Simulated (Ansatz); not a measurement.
# Li on Ru(0001): change of the work function, part 2 of 4

How does Li on the fcc site change the work function of Ru(0001) as the layer fills?

Ansatz 0.2.0; plane-wave DFT, PBE, Ansatz PAW.

So far, work function, upper face (eV): step 2 (the clean slab) 5.05.

## (3) Adsorbate added, k-mesh 4×4×1, coverage 0.111 ML

System of this step: Li/Ru(0001). The cell holds 37 atoms: 36 Ru and 1 Li. Cell: a = 8.100 Å, b = 8.100 Å, c = 26.734 Å, α = 90.0°, β = 90.0°, γ = 60.0°. Vacuum lies along c.

The clean slab as it ended is repeated in the plane and the adsorbate is set on one face; the cell's size fixes the coverage, and the k-mesh shrinks with it to keep the sampling density about even. Adsorbate and upper layers relax, since the dipole depends on the height.

Contents of input.yaml:

```yaml
crystal:
  lattice:
    - [8.1, 0.0, 0.0]
    - [4.05, 7.0148057706, 0.0]
    - [0.0, 0.0, 26.7339255486]
  atoms:
    - { symbol: Ru, position: [0.2222222222, 0.2222222222, 0.3366508964] }
    - { symbol: Ru, position: [0.0, 0.0, 0.4166391494] }
    - { symbol: Ru, position: [0.2222222222, 0.2222222222, 0.4973526513] }
    - { symbol: Ru, position: [0.0, 0.0, 0.575347875] }
    - { symbol: Ru, position: [0.2222222222, 0.5555555556, 0.3366508964] }
    - { symbol: Ru, position: [0.0, 0.3333333333, 0.4166391494] }
    - { symbol: Ru, position: [0.2222222222, 0.5555555556, 0.4973526513] }
    - { symbol: Ru, position: [0.0, 0.3333333333, 0.575347875] }
    - { symbol: Ru, position: [0.2222222222, 0.8888888889, 0.3366508964] }
    - { symbol: Ru, position: [0.0, 0.6666666667, 0.4166391494] }
    - { symbol: Ru, position: [0.2222222222, 0.8888888889, 0.4973526513] }
    - { symbol: Ru, position: [0.0, 0.6666666667, 0.575347875] }
    - { symbol: Ru, position: [0.5555555556, 0.2222222222, 0.3366508964] }
    - { symbol: Ru, position: [0.3333333333, 0.0, 0.4166391494] }
    - { symbol: Ru, position: [0.5555555556, 0.2222222222, 0.4973526513] }
    - { symbol: Ru, position: [0.3333333333, 0.0, 0.575347875] }
    - { symbol: Ru, position: [0.5555555556, 0.5555555556, 0.3366508964] }
    - { symbol: Ru, position: [0.3333333333, 0.3333333333, 0.4166391494] }
    - { symbol: Ru, position: [0.5555555556, 0.5555555556, 0.4973526513] }
    - { symbol: Ru, position: [0.3333333333, 0.3333333333, 0.575347875] }
    - { symbol: Ru, position: [0.5555555556, 0.8888888889, 0.3366508964] }
    - { symbol: Ru, position: [0.3333333333, 0.6666666667, 0.4166391494] }
    - { symbol: Ru, position: [0.5555555556, 0.8888888889, 0.4973526513] }
    - { symbol: Ru, position: [0.3333333333, 0.6666666667, 0.575347875] }
    - { symbol: Ru, position: [0.8888888889, 0.2222222222, 0.3366508964] }
    - { symbol: Ru, position: [0.6666666667, 0.0, 0.4166391494] }
    - { symbol: Ru, position: [0.8888888889, 0.2222222222, 0.4973526513] }
    - { symbol: Ru, position: [0.6666666667, 0.0, 0.575347875] }
    - { symbol: Ru, position: [0.8888888889, 0.5555555556, 0.3366508964] }
    - { symbol: Ru, position: [0.6666666667, 0.3333333333, 0.4166391494] }
    - { symbol: Ru, position: [0.8888888889, 0.5555555556, 0.4973526513] }
    - { symbol: Ru, position: [0.6666666667, 0.3333333333, 0.575347875] }
    - { symbol: Ru, position: [0.8888888889, 0.8888888889, 0.3366508964] }
    - { symbol: Ru, position: [0.6666666667, 0.6666666667, 0.4166391494] }
    - { symbol: Ru, position: [0.8888888889, 0.8888888889, 0.4973526513] }
    - { symbol: Ru, position: [0.6666666667, 0.6666666667, 0.575347875] }
    - { symbol: Li, position: [0.1111111111, 0.1111111111, 0.6633491036] }
kpoints:
  mp_grid: { grid: [4, 4, 1] }
hamiltonian:
  xc: pbe
scf:
  occupations: { method: fermi_dirac, width: 0.1 }
  convergence: { dr2_threshold: 1.0e-08 }
efield:
  axis: 3
  dipole_correction: true
  ramp_position: 0.97
  ramp_width: 0.06
relax:
  f_tol: 0.02
  max_steps: 60
  constraints:
    - { sites: [0, 1, 4, 5, 8, 9, 12, 13, 16, 17, 20, 21, 24, 25, 28, 29, 32, 33] }
output:
  write_potential: true
  write_density: true
  volumetric_format: npy
```

Run with:

```console
> ansatz run input.yaml --threads 4 --pin off --max-ram 16384MiB --backend cpu --events-out ev --progress --plain --runs-dir out
```

Numbers of over 12 decimals in the logs are rounded to 6 here.

The program printed:

```text
[...]
Crystal: 37 atoms, lattice volume = 1519.020 Å³
Basis set: ecut = 420 eV, 29759 PW (Γ), exchange–correlation on 120×120×360 points (8 copies of the dense FFT grid, shifted against one another)
Bands: 348, of which v1, the nominal top of the filled ones, is band 290 counted from 1 (289 counted from 0)
Symmetry: 6 space group operations
[...]
k-points: 4 of 16 (time reversal used)
[...]
SCF iter   1: F=—  HF=-211820.378156 eV  |F-HF|=—  |Δ(HF+E_count)|=         —  Δρ=8.57e-3  dr2=6.20e0  ethr=1.77e-3  p=0.623 e·Å  D=7.42e-2 V/Å  ΔV_dip=-1.98 eV  dr2_dipole=2.24e-1  V_vac-E_F(+/−)=2.78/4.76 eV  ⟨swp⟩=7.8  Hψ=5700  notcnv=0  defer=3
[...]
SCF iter  10: F=-211820.239940 eV  HF=-211820.239940 eV  |F-HF|=7.09e-8  |Δ(HF+E_count)|=   5.52e-8  Δρ=5.76e-7  dr2=7.41e-9  ethr=1.73e-12  p=0.561 e·Å  D=6.68e-2 V/Å  ΔV_dip=-1.79 eV  dr2_dipole=3.12e-11  V_vac-E_F(+/−)=3.30/5.09 eV  ⟨swp⟩=10.0  Hψ=9769  notcnv=0
SCF 1 converged in 10 iterations: F = -211820.239940 eV  dr2 = 7.41e-9
[...]
relax step   1: F+E_penalty+E_count = -211820.23994016 eV  Δ(F+E_penalty+E_count) = +0.000e0 eV  max|allowed force component| = 2.872e-1 eV/Å  Δτ_max = 0.0000 Å  (10 SCF iters, accepted)
[...]
SCF iter   9: F=-211820.257794 eV  HF=-211820.257794 eV  |F-HF|=3.19e-8  |Δ(HF+E_count)|=   7.44e-8  Δρ=4.19e-7  dr2=5.62e-9  ethr=1.73e-12  p=0.490 e·Å  D=5.83e-2 V/Å  ΔV_dip=-1.56 eV  dr2_dipole=6.52e-11  V_vac-E_F(+/−)=3.54/5.10 eV  ⟨swp⟩=10.0  Hψ=9931  notcnv=0
SCF 2 converged in 9 iterations: F = -211820.257794 eV  dr2 = 5.62e-9
relax step   2: F+E_penalty+E_count = -211820.25779432 eV  Δ(F+E_penalty+E_count) = -1.785e-2 eV  max|allowed force component| = 1.596e-1 eV/Å  Δτ_max = 0.1584 Å  (9 SCF iters, accepted)
SCF iter   1: F=—  HF=-211820.261331 eV  |F-HF|=—  |Δ(HF+E_count)|=         —  Δρ=6.57e-4  dr2=5.29e-2  ethr=6.91e-5  p=0.490 e·Å  D=5.83e-2 V/Å  ΔV_dip=-1.56 eV  dr2_dipole=1.62e-2  V_vac-E_F(+/−)=3.53/5.09 eV  ⟨swp⟩=2.8  Hψ=2133  notcnv=0  defer=5
[...]
SCF iter   8: F=-211820.262103 eV  HF=-211820.262103 eV  |F-HF|=3.29e-8  |Δ(HF+E_count)|=   5.79e-8  Δρ=4.55e-7  dr2=5.19e-9  ethr=1.73e-12  p=0.514 e·Å  D=6.12e-2 V/Å  ΔV_dip=-1.64 eV  dr2_dipole=4.96e-10  V_vac-E_F(+/−)=3.46/5.09 eV  ⟨swp⟩=10.2  Hψ=9748  notcnv=0
SCF 3 converged in 8 iterations: F = -211820.262103 eV  dr2 = 5.19e-9
relax step   3: F+E_penalty+E_count = -211820.26210286 eV  Δ(F+E_penalty+E_count) = -4.309e-3 eV  max|allowed force component| = 1.479e-2 eV/Å  Δτ_max = 0.0545 Å  (8 SCF iters, accepted)
NSCF: frozen V_eff on 4 k-points
[...]
WARN: The output density's exchange-correlation potential varies sharply where the density is thin. Do not read a vacuum level from v_tot or v_xc, or from such a field of the output density. On a cell that repeats whose density bears no net charge and no dipole along the vacuum's axis use v_es (v_loc + v_h of the components); under efield.dipole_correction with no amplitude use v_es + v_field, which holds any externa [...]
SCF converged after 8 iterations
Free energy (F): -211820.262103 eV
[...]
Internal energy: -211818.871211 eV  (E = F + TS)
E sigma→0 (E₀):  -211819.566657 eV
Entropy (-TS):   -1.390892 eV (-37.592 meV/atom)
Fermi energy:    4.772189 eV
Dipole field:    D = 0.061203 V/Å  (p = 0.513779 e·Å, saw-weighted, corrected)
Work function:   Φ+ = 3.4586 eV   Φ− = 5.0948 eV
[...]
--- Forces (eV/Å), atoms counted from 1 ---
  atom   1  Ru    -0.00946313    -0.00546354     0.44725626
  atom   2  Ru    -0.00066137    -0.00038184    -0.43980428
  atom   3  Ru     0.00210513     0.00121539     0.00451911
  atom   4  Ru    -0.00677185    -0.00390973     0.00111932
  atom   5  Ru    -0.01188956     0.00686444     0.45374227
  atom   6  Ru    -0.00000000     0.00076368    -0.43980428
  atom   7  Ru    -0.00108629     0.00062717     0.00306098
  atom   8  Ru     0.00000000     0.00781945     0.00111932
  atom   9  Ru     0.00000000     0.01092708     0.44725626
  atom  10  Ru     0.03707146    -0.02140322    -0.46682741
  atom  11  Ru     0.00000000    -0.00243079     0.00451911
  atom  12  Ru     0.00680487    -0.00392879    -0.00004063
  atom  13  Ru     0.00000000    -0.01372888     0.45374227
  atom  14  Ru     0.00066137    -0.00038184    -0.43980428
  atom  15  Ru     0.00000000    -0.00125434     0.00306098
  atom  16  Ru     0.00677185    -0.00390973     0.00111932
  atom  17  Ru     0.01188956     0.00686444     0.45374227
  atom  18  Ru     0.02770865     0.01599759    -0.43323130
  atom  19  Ru     0.00108629     0.00062717     0.00306098
  atom  20  Ru    -0.01074317    -0.00620257    -0.00083517
  atom  21  Ru     0.00927535    -0.00535513     0.43487663
  atom  22  Ru    -0.00000000    -0.03199519    -0.43323130
  atom  23  Ru    -0.00213264     0.00123128     0.00109228
  atom  24  Ru     0.00000000     0.01240515    -0.00083517
  atom  25  Ru     0.00946313    -0.00546354     0.44725626
  atom  26  Ru    -0.00000000     0.04280643    -0.46682741
  atom  27  Ru    -0.00210513     0.00121539     0.00451911
  atom  28  Ru    -0.00000000     0.00785759    -0.00004063
  atom  29  Ru     0.00000000     0.01071025     0.43487663
  atom  30  Ru    -0.02770865     0.01599759    -0.43323130
  atom  31  Ru    -0.00000000    -0.00246256     0.00109228
  atom  32  Ru     0.01074317    -0.00620257    -0.00083517
  atom  33  Ru    -0.00927535    -0.00535513     0.43487663
  atom  34  Ru    -0.03707146    -0.02140322    -0.46682741
  atom  35  Ru     0.00213264     0.00123128     0.00109228
  atom  36  Ru    -0.00680487    -0.00392879    -0.00004063
  atom  37  Li    -0.00000000    -0.00000000    -0.01479077
  max |Σ_I F_I| component: 6.52e-6 eV/Å
--- Band table (eV) ---
  k-point 0: bands = [... 286 lower, 5.0535, 5.0809, 5.0892, 5.0896, 5.0896, 5.0931, 5.0931, 5.0994, ... 54 higher]
  k-point 1: bands = [... 286 lower, 4.7016, 4.7273, 4.7293, 4.7497, 4.8730, 4.8875, 4.9347, 4.9976, ... 54 higher]
  k-point 2: bands = [... 286 lower, 4.4716, 4.4911, 4.5157, 4.7905, 4.7967, 4.9344, 4.9376, 4.9984, ... 54 higher]
  k-point 3: bands = [... 286 lower, 4.4850, 4.5929, 4.6230, 4.6304, 4.7861, 4.8206, 4.8374, 4.8786, ... 54 higher]
--- Relaxed structure (3 steps of the walk, 3 accepted, 0 SCFs on fresh bases) ---
  F+E_penalty+E_count = -211820.26210286 eV   max|allowed force component| = 1.479e-2 eV/Å
  atoms:
    - { symbol: Ru, position: [0.222222, 0.222222, 0.3366508964] }
    - { symbol: Ru, position: [1.1111101403313755e-11, 1.1111101403313757e-11, 0.4166391494] }
    - { symbol: Ru, position: [0.222304, 0.222304, 0.497114] }
    - { symbol: Ru, position: [-0.000611685, -0.000611685, 0.575274] }
    - { symbol: Ru, position: [0.222222, 0.555556, 0.3366508964] }
    - { symbol: Ru, position: [1.1111112030448567e-11, 0.333333, 0.4166391494] }
    - { symbol: Ru, position: [0.222221, 0.555556, 0.497293] }
    - { symbol: Ru, position: [-0.000611685, 0.334557, 0.575274] }
    - { symbol: Ru, position: [0.222222, 0.888889, 0.3366508964] }
    - { symbol: Ru, position: [-2.2222224060897133e-11, 0.666667, 0.4166391494] }
    - { symbol: Ru, position: [0.222304, 0.888724, 0.497114] }
    - { symbol: Ru, position: [0.00011282, 0.666610, 0.575419] }
    - { symbol: Ru, position: [0.555556, 0.222222, 0.3366508964] }
    - { symbol: Ru, position: [0.333333, 1.1111101403313757e-11, 0.4166391494] }
    - { symbol: Ru, position: [0.555556, 0.222221, 0.497293] }
    - { symbol: Ru, position: [0.334557, -0.000611685, 0.575274] }
    - { symbol: Ru, position: [0.555556, 0.555556, 0.3366508964] }
    - { symbol: Ru, position: [0.333333, 0.333333, 0.4166391494] }
    - { symbol: Ru, position: [0.555556, 0.555556, 0.497293] }
    - { symbol: Ru, position: [0.332745, 0.332745, 0.575578] }
    - { symbol: Ru, position: [0.555556, 0.888889, 0.3366508964] }
    - { symbol: Ru, position: [0.333333, 0.666667, 0.4166391494] }
    - { symbol: Ru, position: [0.556103, 0.888615, 0.496982] }
    - { symbol: Ru, position: [0.332745, 0.667843, 0.575578] }
    - { symbol: Ru, position: [0.888889, 0.222222, 0.3366508964] }
    - { symbol: Ru, position: [0.666667, -2.2222234688031943e-11, 0.4166391494] }
    - { symbol: Ru, position: [0.888724, 0.222304, 0.497114] }
    - { symbol: Ru, position: [0.666610, 0.00011282, 0.575419] }
    - { symbol: Ru, position: [0.888889, 0.555556, 0.3366508964] }
    - { symbol: Ru, position: [0.666667, 0.333333, 0.4166391494] }
    - { symbol: Ru, position: [0.888615, 0.556103, 0.496982] }
    - { symbol: Ru, position: [0.667843, 0.332745, 0.575578] }
    - { symbol: Ru, position: [0.888889, 0.888889, 0.3366508964] }
    - { symbol: Ru, position: [0.666667, 0.666667, 0.4166391494] }
    - { symbol: Ru, position: [0.888615, 0.888615, 0.496982] }
    - { symbol: Ru, position: [0.666610, 0.666610, 0.575419] }
    - { symbol: Li, position: [0.111111, 0.111111, 0.659464] }
```

Run time: 5.9 min. Hardware: 4 threads of Arm Neoverse V1, shared host; peak memory 8.8 GiB.

The steps of the relaxation:

```
step  energy less that of the first step (eV)  largest force component (eV/Å)
   1                                   0.0000                          0.2872
   2                                  -0.0179                          0.1596
   3                                  -0.0222                          0.0148
```

Forces are held to the 6 operations that the run works with; a distortion that breaks them can't arise in this run.

The atoms that moved most (Å):

```
atom      dx      dy      dz  length
Li37   0.000   0.000  -0.104   0.104
Ru23   0.003  -0.002  -0.010   0.011
Ru35  -0.003  -0.002  -0.010   0.011
Ru31   0.000   0.004  -0.010   0.011
Ru20  -0.007  -0.004   0.006   0.010
Ru32   0.007  -0.004   0.006   0.010
Ru24   0.000   0.008   0.006   0.010
 Ru4  -0.007  -0.004  -0.002   0.009
```

Final coordinates:

```xyz
37
Lattice="8.1000 0.0000 0.0000 4.0500 7.0148 0.0000 0.0000 0.0000 26.7339" Properties=species:S:1:pos:R:3
Ru    2.7000    1.5588    9.0000
Ru    0.0000    0.0000   11.1384
Ru    2.7010    1.5594   13.2898
Ru   -0.0074   -0.0043   15.3793
Ru    4.0500    3.8971    9.0000
Ru    1.3500    2.3383   11.1384
Ru    4.0500    3.8971   13.2946
Ru    1.3500    2.3469   15.3793
Ru    5.4000    6.2354    9.0000
Ru    2.7000    4.6765   11.1384
Ru    5.4000    6.2342   13.2898
Ru    2.7007    4.6761   15.3832
Ru    5.4000    1.5588    9.0000
Ru    2.7000    0.0000   11.1384
Ru    5.4000    1.5588   13.2946
Ru    2.7074   -0.0043   15.3793
Ru    6.7500    3.8971    9.0000
Ru    4.0500    2.3383   11.1384
Ru    6.7500    3.8971   13.2946
Ru    4.0429    2.3341   15.3875
Ru    8.1000    6.2354    9.0000
Ru    5.4000    4.6765   11.1384
Ru    8.1033    6.2335   13.2863
Ru    5.4000    4.6848   15.3875
Ru    8.1000    1.5588    9.0000
Ru    5.4000    0.0000   11.1384
Ru    8.0990    1.5594   13.2898
Ru    5.4000    0.0008   15.3832
Ru    9.4500    3.8971    9.0000
Ru    6.7500    2.3383   11.1384
Ru    9.4500    3.9010   13.2863
Ru    6.7571    2.3341   15.3875
Ru   10.8000    6.2354    9.0000
Ru    8.1000    4.6765   11.1384
Ru   10.7967    6.2335   13.2863
Ru    8.0993    4.6761   15.3832
Li    1.3500    0.7794   17.6301
```

This step gave:

* energy at zero smearing: -211819.5667 eV
* work function, upper face: 3.459 eV
* work function, lower face: 5.095 eV
* dipole along the normal: 0.5138 e·Å
* step between the vacuum levels: -1.636 eV

Running mean over 2.138 Å of the planar mean; the ramp of the sawtooth is left out. The electron's electrostatic potential energy less the Fermi level by z:

z (Å), electron's electrostatic potential energy less the Fermi level (eV) and a bar from the least value:
```
        4        5.1 ##############################
        5        5.1 ##############################
        6        5.0 ##############################
        7        4.0 ############################
        8       -6.3 #############
        9      -14.2 ##
       10      -14.6 #
       11      -14.8 #
       12      -14.7 #
       13      -14.9 #
       14      -15.3 
       15      -14.8 #
       16      -11.4 ######
       17        1.0 ########################
       18        3.2 ###########################
       19        3.4 ###########################
       20        3.4 ############################
       21        3.5 ############################
       22        3.5 ############################
       23        3.5 ############################
```

The relaxation took 3 steps and lowered the energy by 0.022 eV; the largest force on the free atoms ends at 0.015 eV/Å.

The covered face has 3.46 eV, -1.59 eV against the clean one; the bare back face has moved by +0.02 eV, a measure of how thin the slab is.

(Part 2 of 4 ends here.)

[Logs are printed without paths, hosts, clocks, repeated set-up lines and the standing remarks that a program may print on its own settings, such as how far it seeks lower states.]

[Hosts, paths, dates, database ids (printed as entryN), source tags and the programs' standing remarks are cut or masked in the printed files.]

[Maps of the electrostatic potential energy from Ansatz leave out the sawtooth potential of an applied field or a dipole correction, so their vacuum need not be flat; planar profiles and work functions include it.]
